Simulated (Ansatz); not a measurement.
# Os (P6_3/mmc): the Drude term of Re ε in the infrared

Re ε of Os (P6_3/mmc) along x at low photon energies is read from one computed spectrum; the carriers' damping was typed as γ = 0.05 eV. x, y and z are the Cartesian axes of the input cell.

The structure is hexagonal, space group P6_3/mmc (No. 194). The conventional cell has a = 2.734 Å, b = 2.734 Å, c = 4.320 Å, α = 90.00°, β = 90.00°, γ = 120.00°. Os on site c has 12 Os at 2.68 to 2.73 Å as nearest neighbours.

Method: Ansatz 0.2.0, PBE, independent particles, k-mesh 18×18×9 with interpolation inside its cells, Gaussian parameter 0.1 eV.

Launch of the response step: `ansatz run input.yaml --threads 4 --pin off --max-ram 8192MiB --backend cpu --events-out ev --progress --plain --runs-dir out`. The run took 29 s, on 4 threads of Intel(R) Xeon(R) Processor @ 2.70GHz, on a shared host.

| photon energy E (eV) | wavelength (µm) | Re ε |
| --- | --- | --- |
| 0.25 | 4.96 | -951.9 |
| 0.30 | 4.13 | -660.4 |
| 0.35 | 3.54 | -482.2 |
| 0.40 | 3.10 | -366.8 |
| 0.50 | 2.48 | -230.1 |
| 0.60 | 2.07 | ? |
| 0.70 | 1.77 | -104.1 |

A Drude term over a constant background gives Re ε = ε_b − ωp²/(E² + γ²), linear in 1/(E² + γ²).

Working, on the rows shown:

| x = 1/(E² + γ²) (eV⁻²) | y = Re ε |
| --- | --- |
| 15.3846 | -951.9 |
| 10.8108 | -660.4 |
| 8 | -482.2 |
| 6.15385 | -366.8 |
| 3.9604 | -230.1 |
| 2.03046 | -104.1 |

Means: x̄ = 7.7234, ȳ = -465.92. Σ(x − x̄)(y − ȳ) = -7431, Σ(x − x̄)² = 117.3. Slope = -7431 / 117.3 = -63.33; intercept = ȳ − slope · x̄ = 23.205. The line misses the rows shown by at most 2.5.

Task: Fill in the last column of the withheld row.

Result: At x = 2.7586 the line gives y = -151.5. The run gave -151.8, so the interpolation is off by 0.3, 0.0 % of the range in the table.

Refitted with all rows, the slope is -63.32 and the intercept 23.097. These give ωp = √(−slope) = 7.96 eV, against 8.03 eV from the program's Fermi-surface sum, and an intercept of 23.1. Taking the program's Drude term off the rows leaves 41 at the lowest energy and 27 at the highest, so the background isn't constant: interband transitions lie in or near the window, and neither fitted number can be trusted. The values come from a sum over the points of one k-mesh and carry its error, which is largest for Fermi-surface quantities. Spin-orbit coupling is left out.
